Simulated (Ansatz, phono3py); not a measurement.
# KCl (Sylvite, Fm-3m): lattice thermal conductivity, part 2 of 4

Wanted: κ(T), lifetimes and mean free paths for KCl (Sylvite).

What experiment has found for this phase:
- thermal conductivity 7.1 W/m/K near room temperature (given in “Combining the AFLOW GIBBS and Elastic Libraries to efficiently and robustly screen thermo-mechanical properties of solids”, 2017, arXiv:1611.05714)
- thermal conductivity 7.1 W/m/K near room temperature (given in “Predicting the lattice thermal conductivity of solids by solving the Boltzmann transport equation: AFLOW - AAPL an automated, accurate and efficient framework”, 2017, arXiv:1611.05481)

Ansatz 0.2.0; DFT LDA, scalar-relativistic, plane waves, PAW.

So far. Step 2 (Probe on a coarse mesh): The start is under -2.0 GPa at this level and looks like an insulator or semiconductor on this mesh.

### 4. A second relaxation

The relaxation is run once more from where the first one ended, as the script does after a large change of volume or of the gap, with mesh and occupations reviewed.

input.yaml

```yaml
crystal:
  lattice:
    - [0.0, 3.0393353207, 3.0393353207]
    - [3.0393353207, 0.0, 3.0393353207]
    - [3.0393353207, 3.0393353207, 0.0]
  atoms:
    - { symbol: K, position: [0.0, 0.0, 0.0] }
    - { symbol: Cl, position: [0.5, 0.5, 0.5] }
kpoints:
  mp_grid: { grid: [6, 6, 6] }
hamiltonian:
  xc: lda
scf:
  occupations: { method: gaussian, width: 0.02 }
output:
  forces: true
  stress: true
  eigenvalues: true
  write_density: true
  write_potential: true
  elf: true
  volumetric_format: npy
relax:
  adjacent_minimum: "off"
  f_tol: 0.005
  max_steps: 80
  cell: { stress_tol: 0.05 }
```

Command:

```console
> ansatz run input.yaml --threads 4 --pin off --max-ram 16384MiB --backend cpu --events-out ev --progress --plain --runs-dir out
```

Numbers of over 12 decimals in the logs are rounded to 6 here.

The log of the run:

```text
[...]
Crystal: 2 atoms, lattice volume = 56.152 Å³
Basis set: ecut = 420 eV, 1067 PW (Γ)
Bands: 12, of which v1, the nominal top of the filled ones, is band 8 counted from 1 (7 counted from 0)
Symmetry: 48 space group operations
[...]
k-points: 16 of 216
[...]
SCF iter   1: F=—  HF=-2544.300680 eV  |F-HF|=—  |Δ(HF+E_count)|=         —  Δρ=6.58e-3  dr2=2.33e-2  ethr=1.77e-3  ⟨swp⟩=6.3  Hψ=1255  notcnv=0
[...]
SCF iter   6: F=-2544.291904 eV  HF=-2544.291904 eV  |F-HF|=2.87e-10  |Δ(HF+E_count)|=   1.09e-8  Δρ=1.03e-6  dr2=4.82e-10  ethr=2.14e-10  ⟨swp⟩=4.9  Hψ=993  notcnv=0
SCF 1 converged in 6 iterations: F = -2544.291904 eV  dr2 = 4.82e-10
[...]
relax step   1: F+E_penalty+E_count = -2544.29190392 eV  Δ(F+E_penalty+E_count) = +0.000e0 eV  max|allowed force component| = 4.444e-29 eV/Å  Δτ_max = 0.0000 Å  P = -0.029 GPa  Ω = 56.152 Å³  (6 SCF iters, dr2 threshold 1.00e-7 eV, accepted)
[...]
SCF iter   4: F=-2544.291904 eV  HF=-2544.291904 eV  |F-HF|=9.09e-13  |Δ(HF+E_count)|=  9.09e-12  Δρ=8.71e-8  dr2=1.84e-12  ethr=1.00e-12  ⟨swp⟩=5.1  Hψ=760  notcnv=0
SCF 2 converged in 4 iterations: F = -2544.291904 eV  dr2 = 1.84e-12
relax step   2: F+E_penalty+E_count = -2544.29190392 eV  Δ(F+E_penalty+E_count) = -1.355e-10 eV  max|allowed force component| = 3.116e-29 eV/Å  Δτ_max = 0.0000 Å  P = -0.029 GPa  Ω = 56.152 Å³  stress off target by 2.92e-2 GPa  SCF on the basis re-selected at this cell (its energy is not comparable with the rows above)  (4 SCF iters)
basis re-selected at this cell: Δ(F+E_penalty+E_count) = -1.355e-10 eV, ΔP = +0.000 GPa vs the last step (what re-selecting the basis moved, of the pressure what is left beyond the Pulay correction that the steps carried, after the strain that the cell walked since its last selection, with what the two solves' SCF thresholds leave and, on support functions, any second-order correction that the steps lacked; it is no  [...]
SCF converged after 4 iterations
Free energy (F): -2544.291904 eV
[...]
Internal energy: -2544.291904 eV  (E = F + TS)
E sigma→0 (E₀):  -2544.291904 eV
Fermi energy:    3.887608 eV
[...]
--- Stress (GPa, compression-positive) ---
       -0.029233      -0.000000      -0.000000
        0.000000      -0.029233       0.000000
       -0.000000      -0.000000      -0.029233
  P = ⅓ Tr σ = -0.0292 GPa (-0.292 kbar)
--- Band table (eV; the first three rows and the last of 16) ---
  k-point 0: bands = [... 4 lower, -8.9809, 1.3339, 1.3339, 1.3339, 6.4412, 9.4325, 9.4325, 9.4325]
  k-point 1: bands = [... 4 lower, -8.8952, 0.9277, 1.2149, 1.2149, 7.1593, 9.2606, 9.8177, 9.8177]
  k-point 2: bands = [... 4 lower, -8.7364, 0.2780, 0.9935, 0.9935, 8.3746, 9.4992, 10.8678, 10.8678]
  k-point 15: bands = [... 4 lower, -8.9115, 0.6656, 0.7942, 0.9122, 8.2297, 10.1952, 10.5416, 11.6524]
--- Relaxed structure (1 steps of the walk, 1 accepted, 1 SCFs on fresh bases) ---
[...]
cell:  # Å, volume = 56.1521 Å³
    - [0.0, 3.0393353207, 3.0393353207]
    - [3.0393353207, 0.0, 3.0393353207]
    - [3.0393353207, 3.0393353207, 0.0]
  atoms:
    - { symbol: K, position: [0.0, 0.0, 0.0] }
    - { symbol: Cl, position: [0.500000, 0.500000, 0.500000] }
```

Elapsed: 0.69 s, on 4 threads of Arm Neoverse V1, shared host; peak memory 0.29 GiB; 1.9 s of CPU time.

Little changed from the start: no atom moved by 0.005 Å and no cell edge by 0.1 %.

ELF in the ac plane of the conventional cell at fractional y = 0.000, with atoms of K and Cl within 0.2 Å of it. It is the smooth field of the valence electrons, not physical close to the nuclei.

Ten even steps from '_' (0.02) to '@' (0.86), each cell a mean:
```
%%@@%%::..##@@@@**##@@@@==..**@@@@
@@@@**....**@@@@@@@@@@%%--__==%%@@
**++::____==##@@@@@@%%**::__..==**
..________..--======--::________..
====--..________....________::--==
@@@@##==____::++****--..__::**%%@@
@@@@@@**....**@@@@@@%%--__--%%@@@@
**@@@@##..::%%@@%%@@@@**..==@@@@##
==%%@@##..--@@@@##%%@@**..==@@@@**
%%@@@@##..::%%@@@@@@@@++__==@@@@@@
@@@@@@++..__++%%@@%%**::__--##@@@@
####++::______::--::..____..==**##
......______..........________....
--::______::++######**==..____..::
@@%%==__..++@@@@@@@@@@##--__::**%%
@@@@%%::..##@@@@%%@@@@@@==__++@@@@
##@@@@--..##@@%%==**@@@@==..**@@%%
```
Columns run along a (6.1 Å), rows up along c (6.1 Å), edges of the conventional cell, whose origin can differ from the input's. Atoms in or near the plane, at fractional coordinates: K at (0.00, 0.00), K at (0.50, 0.50), Cl at (0.50, 0.00), Cl at (0.00, 0.50).

Valence density in the ac plane of the conventional cell at fractional y = 0.000, with atoms of K and Cl within 0.2 Å of it. It is the smooth field of the valence electrons, not physical close to the nuclei.

Values in e/Å³, 9 rows by 16 columns, each cell a mean:
```
3.2 2.1 0.6 0.1 0.1 0.4 1.1 1.5 1.3 1.4 0.7 0.2 0.1 0.3 1.3 2.9
0.4 0.2 0.1 0.0 0.0 0.1 0.2 0.4 0.5 0.3 0.2 0.1 0.0 0.1 0.2 0.3
0.3 0.2 0.1 0.0 0.0 0.0 0.1 0.2 0.2 0.1 0.1 0.0 0.0 0.1 0.1 0.2
1.4 1.1 0.5 0.2 0.1 0.2 0.9 2.1 2.4 1.4 0.4 0.1 0.1 0.3 0.8 1.4
0.7 1.6 0.9 0.2 0.1 0.4 1.9 3.9 4.1 2.9 0.9 0.2 0.1 0.5 1.4 1.2
1.2 0.8 0.4 0.1 0.1 0.1 0.5 1.3 1.5 0.9 0.3 0.1 0.1 0.2 0.6 1.1
0.2 0.1 0.1 0.0 0.0 0.0 0.1 0.1 0.1 0.1 0.1 0.0 0.0 0.0 0.1 0.2
0.8 0.5 0.1 0.0 0.1 0.2 0.4 0.7 0.8 0.5 0.2 0.1 0.0 0.1 0.3 0.7
3.8 2.6 0.8 0.1 0.1 0.5 1.3 1.4 1.0 1.5 0.8 0.2 0.1 0.4 1.7 3.5
```
Columns run along a (6.1 Å), rows up along c (6.1 Å), edges of the conventional cell, whose origin can differ from the input's. Atoms in or near the plane, at fractional coordinates: K at (0.00, 0.00), K at (0.50, 0.50), Cl at (0.50, 0.00), Cl at (0.00, 0.50).

Electrostatic potential energy in the ac plane of the conventional cell at fractional y = 0.000, with atoms of K and Cl within 0.2 Å of it. With pseudopotentials it is smooth inside the atoms' cores, unlike the true potential.

Ten even steps from '0' (-48 eV) to '9' (8 eV), each cell a mean:
```
02699961004899841
35899985347999864
78999999889999988
99999999999999999
99999999999999999
89999998788999998
35899985347899974
01799962014899840
01699851003799830
13899973125899951
67999987568999986
99999999899999999
99999999999999999
99999999999999999
67899998678999986
13799973115999852
01699961003899730
```
Columns run along a (6.1 Å; values clipped at the 3rd and 97th percentile), rows up along c (6.1 Å), edges of the conventional cell, whose origin can differ from the input's. Atoms in or near the plane, at fractional coordinates: K at (0.00, 0.00), K at (0.50, 0.50), Cl at (0.50, 0.00), Cl at (0.00, 0.50).

### 5. Relaxing to small residual forces and stress

The relaxation is repeated with tighter thresholds on force and stress, since phonons are sensitive to what is left; a change of mesh or smearing in the input moves the cell too.

input.yaml, the sections that differ from step 4:

```yaml
scf:
  occupations: { method: fixed }
output:
  forces: true
  stress: true
  eigenvalues: true
relax:
  adjacent_minimum: "off"
  f_tol: 0.001
  max_steps: 60
  cell: { stress_tol: 0.01 }
# crystal, kpoints, hamiltonian: as in step 4
```

The log of the run:

```text
[...]
Crystal: 2 atoms, lattice volume = 56.152 Å³
Basis set: ecut = 420 eV, 1067 PW (Γ)
Bands: 12, of which v1, the nominal top of the filled ones, is band 8 counted from 1 (7 counted from 0)
Symmetry: 48 space group operations
[...]
k-points: 16 of 216
[...]
k-point 15: bands = [... 4 lower, -8.9034, 0.6715, 0.7997, 0.9183, 8.2358, 10.2038, 10.5518, 11.6622]
--- Relaxed structure (2 steps of the walk, 2 accepted, 1 SCFs on fresh bases) ---
[...]
cell:  # Å, volume = 56.1060 Å³
    - [0, 3.038503, 3.038503]
    - [3.038503, 0, 3.038503]
    - [3.038503, 3.038503, 0]
  atoms:
    - { symbol: K, position: [0, 0, 0] }
    - { symbol: Cl, position: [0.5, 0.5, 0.5] }
[key lines of the parts left out:]
SCF converged after 7 iterations
Free energy (F): -2544.291911 eV
Fermi energy:    1.340222 eV
P = ⅓ Tr σ = -0.0094 GPa (-0.094 kbar)
```

The job ended after 1.8 s (4 threads; peak memory 0.29 GiB).

Little changed from the start: no atom moved by 0.005 Å and no cell edge by 0.1 %.

Numbers from this step:

```
pressure          : -0.009398 GPa
gap on the k-mesh : 5.110 eV
volume per atom   : 28.05 Å³
```

The residual pressure is -0.0094 GPa, small enough for phonons.

(Continued in part 3 of 4.)

[Logs are printed without paths, hosts, clocks, repeated set-up lines and the standing remarks that a program may print on its own settings, such as how far it seeks lower states.]

[Hosts, paths, dates, database ids (printed as entryN), source tags and the programs' standing remarks are cut or masked in the printed files.]

[A step with changed settings may run another functional than the one named; its input shows which.]
